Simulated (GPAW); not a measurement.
# A GW chain in GPAW: SrWO4 (I4_1/a)

How does a plane-wave GW calculation on SrWO4 (I4_1/a) run from the first input to the gap?

Calculated with GPAW 26.7.0; LDA and many-body steps on it, plane waves.

**What was measured.**

- Gap 5.08 eV: direct gap from absorption edge with Urbach fit; optical absorption; 300 K; bulk crystal (thin cleaved platelet of Czochralski crystal, 10-30 um thick) (“Optical absorption of divalent metal tungstates: Correlation between the band-gap energy and the cation ionic radius”, 2008, arxiv:0807.2115).

Report form: the programs' logs are mostly left out.

**1. The starting structure**

It takes space group I4_1/a (No. 88, tetragonal). The conventional cell has a = 5.440 Å, b = 5.440 Å, c = 11.940 Å, α = 90.00°, β = 90.00°, γ = 90.00°. Sr has 8 O at 2.58 to 2.62 Å nearest. Nearest to W lie 4 O at 1.80 Å. Nearest to O lie 1 W at 1.80 Å and 2 Sr at 2.58 to 2.62 Å. Farther neighbours and most contacts between anions are not listed.

The cell and positions are those that the Materials Project relaxed with its own functionals (PBE, PBE+U or r2SCAN), kept fixed. Spin-orbit coupling is left out unless a step names it.

**2. Ground state**

This step: GPAW 26.7.0; DFT, LDA, plane waves, PAW.

The ground-state density comes first.

Contents of run.py:

```python
import json
import numpy as np
from gpaw.mpi import world
from ase import Atoms
from gpaw import GPAW, PW, FermiDirac

atoms = Atoms(['Sr', 'Sr', 'W', 'W', 'O', 'O', 'O', 'O', 'O', 'O', 'O', 'O'],
    cell=[[-2.7201121709, 2.7201121709, 5.9699255756],
      [2.7201121709, -2.7201121709, 5.9699255756],
      [2.7201121709, 2.7201121709, -5.9699255756]],
    scaled_positions=[[0.7500000000, 0.2500000000, 0.5000000000],
      [0.0000000000, 0.0000000000, 0.0000000000],
      [0.2500000000, 0.7500000000, 0.5000000000],
      [0.5000000000, 0.5000000000, 0.0000000000],
      [0.4408429100, 0.8185737800, 0.0933980700],
      [0.5685737800, 0.9751757100, 0.8777308700],
      [0.0974448400, 0.6908429100, 0.1222691300],
      [0.7251757100, 0.3474448400, 0.9066019300],
      [0.0248242900, 0.9025551600, 0.5933980700],
      [0.6525551600, 0.5591570900, 0.3777308700],
      [0.1814262200, 0.2748242900, 0.6222691300],
      [0.3091570900, 0.4314262200, 0.4066019300]],
    pbc=(True, True, True))
calc = GPAW(mode=PW(600),
    xc='LDA',
    kpts={'size': (6, 6, 6), 'gamma': True},
    occupations=FermiDirac(0.001),
    nbands=-12,
    convergence={'density': 1e-6, 'bands': -3},
    maxiter=100,
    txt='gs.txt')
atoms.calc = calc
res = {'energy': atoms.get_potential_energy(), 'forces': atoms.get_forces(), 'stress': atoms.get_stress()}
kpts = calc.get_ibz_k_points()
res['kpts'] = kpts
res['eigenvalues'] = [calc.get_eigenvalues(kpt=k) for k in range(len(kpts))]
res['n_electrons'] = calc.get_number_of_electrons()
calc.write('gs.gpw')

if world.rank == 0:
    with open('result.json', 'w') as f:
        json.dump(res, f, default=lambda x: x.tolist())
```

Run with:

```sh
mpirun -n 8 gpaw python run.py
```

Run time: 3.3 min. Hardware: 8 MPI ranks of Arm Neoverse V1, shared host; peak memory 2.1 GiB.

Numbers from this step:

```yaml
total_energy: -109.4335 eV
gap: 4.317 eV
k_of_the_valence_top: 0, 0, 0
k_of_the_conduction_bottom: 0, 0, 0
least_direct_gap: 4.317 eV
pressure: -12.91 GPa
```

The gap is direct, at Γ. The pressure of -13 GPa says that this functional would shrink the cell; it is kept.

**3. Empty states on the mesh, 4×4×4 mesh, 604 bands**

The sums over transitions need many empty states on a uniform mesh; this step solves for them.

Contents of run.py:

```python
import json
import numpy as np
from gpaw.mpi import world
from gpaw import GPAW

calc = GPAW('gs.gpw').fixed_density(kpts={'size': (4, 4, 4), 'gamma': True},
    parallel={'domain': 1, 'band': 1},
    txt='nscf.txt')
calc.diagonalize_full_hamiltonian(nbands=604)
calc.write('full.gpw', mode='all')
res = {}
kpts = calc.get_ibz_k_points()
res['kpts'] = kpts
res['eigenvalues'] = [calc.get_eigenvalues(kpt=k) for k in range(len(kpts))]
res['n_electrons'] = calc.get_number_of_electrons()

if world.rank == 0:
    with open('result.json', 'w') as f:
        json.dump(res, f, default=lambda x: x.tolist())
```

Run with:

```sh
mpirun -n 8 gpaw python run.py
```

Elapsed: 12 min, on 8 MPI ranks; peak memory 24 GiB; 82 min of CPU time.

Numbers from this step:

```
gap                                                           : 4.317 eV
k of the valence top                                          : 0, 0, 0
k of the conduction bottom                                    : 0, 0, 0
least direct gap                                              : 4.317 eV
k points computed                                             : 14
lowest point of the top converged band, above the valence top : 116.9935 eV
```

On this mesh the gap is 4.317 eV.

**4. Screening and self-energy, 4×4×4 mesh, 97 bands, screening to 39 eV**

G0W0 replaces the xc potential by the self-energy, built once from these orbitals. Only a window of levels is corrected, while the sums run over the empty bands that the input names.

This step: G0W0 on LDA, plane waves, PAW.

Contents of run.py:

```python
import json
import numpy as np
from gpaw.mpi import world
from gpaw.response.g0w0 import G0W0

gw = G0W0('full.gpw',
    filename='gw',
    kpts=[0],
    bands=(46, 50),
    ecut=39,
    nbands=97,
    integrate_gamma='WS',
    ppa=True)
gw.calculate()
res = {mode: {k: v for k, v in r.items() if k != 'sigma_eskwn'}
       for mode, r in gw.all_results.items()}

if world.rank == 0:
    with open('result.json', 'w') as f:
        json.dump(res, f, default=lambda x: x.tolist())
```

Run with:

```sh
mpirun -n 8 gpaw python run.py
```

Elapsed: 7.2 min, on 8 MPI ranks; peak memory 7.7 GiB.

Numbers from this step:

- G0W0 gap on the points computed: 7.294 eV
- least direct G0W0 gap on the computed points: 7.294 eV
- Z at the valence top: 0.7866
- Z at the conduction bottom: 0.8326
- starting gap on the mesh: 4.317 eV
- k of the valence top: 0, 0, 0
- k of the conduction bottom: 0, 0, 0

The gap on the mesh goes from 4.32 eV to 7.29 eV, a correction of +2.98 eV.

Limits: finite bands, cutoff and mesh; no spin-orbit coupling. v1 is the top filled band, c1 the lowest empty one. The levels before and after the correction (eV, zero at the valence-band top of each column):

```csv
,conduction bottom,valence top
Kohn-Sham,4.32,0.00
G0W0,7.29,0.00
```

|  | level | energy (eV) |
| --- | --- | --- |
| Kohn-Sham | Γ v2-v1 | 0.000 |
| Kohn-Sham | Γ c1 | 4.317 |
| Kohn-Sham | Γ c2 | 4.688 |
| G0W0 | Γ v2-v1 | 0.000 |
| G0W0 | Γ c1 | 7.294 |
| G0W0 | Γ c2 | 7.676 |

**5. Where the time went**

Times are wall times on 8 MPI ranks of Arm Neoverse V1, shared host, good to a factor of about two.

```csv
step,time,share,memory (GiB)
ground state,3.3 min,14 %,2.1
empty states on the mesh,12 min,55 %,24
screening and self-energy,7.2 min,31 %,7.7
```

**6. Outcome**

| Property | Result |
| --- | --- |
| LDA gap | 4.32 eV, direct |
| G0W0 gap on the mesh | 7.29 eV |
| GW settings | 4×4×4 mesh, 97 bands, screening to 39 eV, Godby-Needs plasmon pole |
| known limits | not at the basis limit; no spin-orbit coupling |

In words: G0W0 moves the gap on the mesh from 4.32 eV to 7.29 eV (+2.98 eV), with Z of 0.79 and 0.83 at the edges. Only 1 of the mesh's irreducible points was corrected, so a valley elsewhere could overtake. The dearest step here is «empty states on the mesh». Against experiment, by G0W0@LDA: the direct gap of 7.29 eV lies +2.21 eV from the measured 5.08 eV (direct, 300 K, 2008). An exciton line or allowed optical edge lies below the quasiparticle gap by the binding energy; a forbidden edge can push the onset above it. The calculation has static nuclei and no excitons; a measured gap holds zero-point and thermal motion, which mostly lowers it. A miss this large is more than these effects usually give: tightly bound excitons can cover part of it, absorption edges can read low, one-shot GW can overshoot, and the runs shown don't tell these apart. Bands and cutoff are finite, so the gap is not at the basis limit. The miss can reach some tenths of an eV and take either sign; the mesh is an error of its own. These stock PAW sets were not made for GW; the filled d or f shell of W lies in the frozen core, which bears on start and correction. In the G0W0 run levels were corrected at 1 k point alone, so a gap called «on the mesh» is the least over those, and an edge elsewhere would be missed. Mesh or cutoff lie under what a gap needs, so these runs test behaviour and cost; their gaps are not to be quoted. The many-body steps are scalar-relativistic: spin-orbit coupling is not in them.

[Paths, hosts, dates, memory and timing lines, banners, echoed tables and standing remarks are left out of the program output.]

[Logs are printed without paths, hosts, clocks, repeated set-up lines and the standing remarks that a program may print on its own settings, such as how far it seeks lower states.]

[Runs of the session that timed out or met a known fault of the program may be left out.]

[Hosts, paths, dates, database ids (printed as entryN), source tags and the programs' standing remarks are cut or masked in the printed files.]
